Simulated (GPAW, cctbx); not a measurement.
## (SrO)1(MgS)1: deformation density and structure factors from DFT

Question: by how much does bonding change the X-ray structure factors of (SrO)1(MgS)1, and what does a routine refinement make of it?

The cell is a (SrO)1(MgS)1 superlattice along [001] of the rock-salt type, started at the mean lattice constant and relaxed freely, with no substrate. All numbers below are calculated.

## Step 1: Relax the structure

The density hangs on the geometry, so cell and atoms are relaxed first, with the symmetry held. The cutoff is set higher than for the density because stress converges slowly with plane waves.

Settings: GPAW 26.7.0, PBE, 900 eV, 6×6×5 k-points (along the axes of the calculation cell), Fermi–Dirac width 0.05 eV, BFGS to 0.03 eV/Å.

```text
cell
1.0
     3.687561864    0.000000000    0.000000000
     0.000000000    3.687561864    0.000000000
     0.000000000    0.000000000    5.215000000
Sr O Mg S
1 1 1 1
Direct
0.000000000 0.000000000 0.000000000
0.500000000 0.500000000 0.000000000
0.500000000 0.500000000 0.500000000
0.000000000 0.000000000 0.500000000
```

```console
$ OMP_NUM_THREADS=1 mpirun -n 4 gpaw python run.py > gpaw.log
```

```text
BFGS:    0      -19.925252        2.119411
BFGS:    1      -19.987365        1.898713
BFGS:    2      -20.208609        0.983615
BFGS:    3      -20.315193        0.324816
...
BFGS:    7      -20.347365        0.090972
BFGS:    8      -20.348816        0.053666
BFGS:    9      -20.349265        0.011277
cell  3.5966 3.5966 5.8454  90.00 90.00 90.00
volume 75.615 A^3, largest force 0.000 eV/A, largest stress 0.10 GPa
```

The cell moved far, while the k-mesh and basis were chosen for the start, so the final shape may be somewhat biased.

After 9 steps the volume has changed by +6.6 % and the energy by -0.424 eV; the largest stress left is 0.10 GPa. It took 2.2 min on 4 cores of Arm Neoverse V1 (shared host), peak memory 1.1 GiB.

Relaxed structure: P4/mmm (no. 123), a = 3.5966 Å, b = 3.5966 Å, c = 5.8454 Å, α = 90.00°, β = 90.00°, γ = 90.00°.

| atom | mult. | x | y | z |
| --- | --- | --- | --- | --- |
| Sr1 | 1 | 0 | 0 | 0 |
| S1 | 1 | 0 | 0 | 1/2 |
| Mg1 | 1 | 1/2 | 1/2 | 1/2 |
| O1 | 1 | 1/2 | 1/2 | 0 |

## Step 2: The all-electron density

X-rays see the whole electron density, so the PAW density is rebuilt with its core regions. Subtracting spherical free atoms from the same code cancels the cores and leaves the deformation density Δρ, the part due to bonding.

Settings: PBE, 550 eV, 7×7×5 k-points (along the axes of the calculation cell), Fermi–Dirac width 0.05 eV; primitive cell of 4 atoms.

```console
$ OMP_NUM_THREADS=1 mpirun -n 4 gpaw python run.py > gpaw.log
```

```text
|iter:   1|       0s |  -22.784354 | +0.22 |       |
|iter:   2|       1s |  -22.026801 | -1.47 | -1.01 |
|iter:   3|       1s |  -20.224324 | -0.69 | -1.06 |
...
|iter:   8|       3s |  -20.146480c| -5.61 | -3.42 |
|iter:   9|       4s |  -20.146482c| -6.63 | -3.97 |
|iter:  10|       4s |  -20.146482c| -7.60c| -4.57c|
```

```text
grid (40, 40, 64)  electrons 74.000  moved by bonding 1.097 e
deformation density beyond 0.5 A of the nuclei: max 0.206, min -0.068 e/A^3
atom        x       y       z   Voronoi charge  moment
Sr1    0.0000  0.0000  0.0000      0.198       0.00
S 2    0.0000  0.0000  0.5000     -0.291       0.00
Mg3    0.5000  0.5000  0.5000      0.555       0.00
O 4    0.5000  0.5000  0.0000     -0.461       0.00
mean inner potential of superposed free atoms 15.525 V
total magnetic moment 0.000 muB
```

Deformation density in a plane through the shortest contact of the Sr atom at the origin, in 0.01 e/Å³ (clipped at ±99); x from -1.6 to 4.1 Å, y from 2.4 down to -2.4 Å:

```text
  1   3  12  19   .   .  15   6   1   4   .   .  -4   3   2  10
 -1   1   8  15  20  19  10   3  -1   1   1  -1   3   0   0   5
 -2  -2   1   7  10   8   3  -1  -2  -2   1   2   0  -2  -2   1
 -2  -3  -2   1   2   1  -1  -2  -2   0   3   4   2  -1  -2  -2
  2  -1  -2   1   4   2  -1  -2   1   6  12  13  10   3  -1  -2
  7   1   1   0   .  -3   3   0   4  12  19   .  20  10   2   0
 10   2   3  -4   .   .   4   1   6  16   .   .  20  12   4   2
  7   1   1   0   .  -3   3   0   4  12  19   .  20  10   2   0
  2  -1  -2   1   4   2  -1  -2   1   6  12  13  10   3  -1  -2
 -2  -3  -2   1   2   1  -1  -2  -2   0   3   4   2  -1  -2  -2
 -2  -2   1   7  10   8   3  -1  -2  -2   1   2   0  -2  -2   1
 -1   1   8  15  20  19  10   3  -1   1   1  -1   3   0   0   5
  1   3  12  19   .   .  15   6   1   4   .   .  -4   3   2  10
```

Atoms in or within 0.15 Å of the plane: Sr (0.0, 0.0), O (2.5, 0.0) Å. Dots mark points within about 0.45 Å of a nucleus; large values next to them are atomic features.

O gains most (-0.46 e) and Mg loses most (+0.56 e); O is the most electronegative element, but the order of the others doesn't follow electronegativity. Such charges fall far short of formal ones, since overlapping free atoms already put density on their neighbours. Along the shortest contact from the Sr atom at the map's origin, Sr–O at 2.54 Å, Δρ is +0.03 e/Å³ at the midpoint; the highest value on the line, +0.20, lies at the edge of the range, 0.5 Å from O, and is an atomic rather than a bond feature: little piles up between the atoms, as in an ionic contact (the run has a band gap). At the midpoints of other shortest contacts it is +0.04 (S–Mg, 2.54 Å), +0.02 (Sr–S, 2.92 Å) and -0.01 (Mg–O, 2.92 Å) e/Å³. Point values carry grid noise of about 0.01 e/Å³. The run needed 10 iterations, 9.1 s.

## Step 3: Structure factors

The Fourier components of Δρ, added to those of the free atoms, give the static X-ray structure factors; the Mott–Bethe relation turns them into the Fourier components V of the potential that fast electrons feel.

```text
static structure factors of the conventional cell: F in electrons, V (Mott-Bethe) in volts
   h  k  l      d  |F| table  |F| free   |F| DFT   change   |V| free  |V| DFT  change %
   0  0  1  5.8454    17.197    17.213    17.675    0.461     1.629    0.674    -58.7
   1  0  0  3.5966    29.231    29.292    29.377    0.085     3.691    3.625     -1.8
   1  0  1  3.0632    22.450    22.495    21.856   -0.638     1.994    2.357     18.2
   0  0  2  2.9227    58.453    58.436    59.189    0.753     8.059    7.669     -4.8
   1  1  0  2.5432    55.813    55.771    56.199    0.428     7.147    6.979     -2.3
   1  1  1  2.3320    15.487    15.430    15.702    0.273     0.847    0.757    -10.6
   1  0  2  2.2682    25.972    26.025    25.844   -0.182     2.487    2.544      2.3
   0  0  3  1.9485    14.521    14.494    14.646    0.152     0.807    0.772     -4.3
   1  1  2  1.9185    49.740    49.705    49.745    0.040     5.421    5.412     -0.2
   2  0  0  1.7983    48.239    48.211    48.112   -0.099     5.055    5.075      0.4
   2  0  1  1.7188    13.695    13.696    13.766    0.070     0.771    0.758     -1.6
   1  0  3  1.7132    20.369    20.346    20.404    0.059     1.006    0.996     -1.0
   2  1  0  1.6084    23.086    23.143    23.110   -0.032     1.703    1.708      0.3
   2  1  1  1.5508    19.681    19.660    19.791    0.132     0.924    0.905     -2.1
```

The largest X-ray change is +0.75 e on 002, 1.3 % of |F|. For electrons V goes as (Z − F)/g², so a change of F counts against Z − F, which is small at low angle and wherever the atoms' terms cancel: |V| of 001 moves by -58.7 % (1.63 to 0.67 V) against +2.7 % in |F|. These compare absolute values; so weak a component may also change sign. The tabulated Hartree–Fock atoms differ from the free DFT atoms by up to 0.06 e, so the choice of reference atom matters too.

## Step 4: Refining ordinary atoms against data with bonding

Routine crystallography fits spherical atoms. To see the bias, intensities are simulated from tabulated atoms plus the DFT change ΔF, so that bonding alone can misfit (4932 reflections of the full sphere, merged to the counts below, to 0.4 Å, 0.5 % proportional noise plus counting noise, assumed isotropic U as listed, Δρ smeared by the mean U) and refined with cctbx over different ranges.

| range | data | R1 | GooF | U Sr1 (true 0.004) | U S1 (true 0.0054) | U Mg1 (true 0.0059) | U O1 (true 0.0065) | largest shift (Å) | Δρ max, min (e/Å³) |
| --- | --- | --- | --- | --- | --- | --- | --- | --- | --- |
| all data | 420 | 0.0036 | 1.37 | 0.0040 | 0.0054 | 0.0059 | 0.0064 | 0.0000 | 0.32, -0.28 |
| low resolution, d > 0.84 | 59 | 0.0044 | 2.92 | 0.0040 | 0.0055 | 0.0059 | 0.0065 | 0.0000 | 0.20, -0.12 |
| high order, d < 0.75 | 340 | 0.0034 | 0.94 | 0.0040 | 0.0054 | 0.0059 | 0.0065 | 0.0000 | 0.15, -0.24 |
| occupancies free, d > 0.7 | 96 | 0.0035 | 1.97 | 0.0040 | 0.0054 | 0.0058 | 0.0081 | 0.0000 | 0.17, -0.18 |

With all data GooF is 1.37, so the misfit of spherical atoms stands above the noise; the top residual peak lies 0.00 Å from O and 2.54 Å from Sr, on the atom. No U is off by more than 3 s.u. at low resolution. Symmetry fixes every coordinate, so the shifts are zero by construction. With Sr1 held at 1 and the scale free, the other occupancies refine to S1 1.002(0.003), Mg1 0.997(0.004) and O1 1.039(0.007), on sites that are all full: they absorb part of the misfit, and only ratios to the fixed site mean anything.

## Step 5: Answer

Bonding moves 1.10 e in the primitive cell of (SrO)1(MgS)1 and changes the structure factors of the conventional cell in the table above by at most 0.75 e (002, 1.3 %), and among reflections above 2 % of the strongest by up to 2.8 % (101). The shortest bond, Sr–O, has Δρ = +0.03 e/Å³ at its midpoint, which with the charge transfer marks a mainly ionic contact. With all data GooF is 1.37, so the misfit of spherical atoms stands above the noise. Limits: static density, frozen cores, no spin–orbit coupling.

[Outputs are excerpts: Python notices, other lines and further rows are left out; steps that failed or that the build refused (PBEsol, TPSS) are not shown.]

[Logs are printed without paths, hosts, clocks, repeated set-up lines and the standing remarks that a program may print on its own settings, such as how far it seeks lower states.]
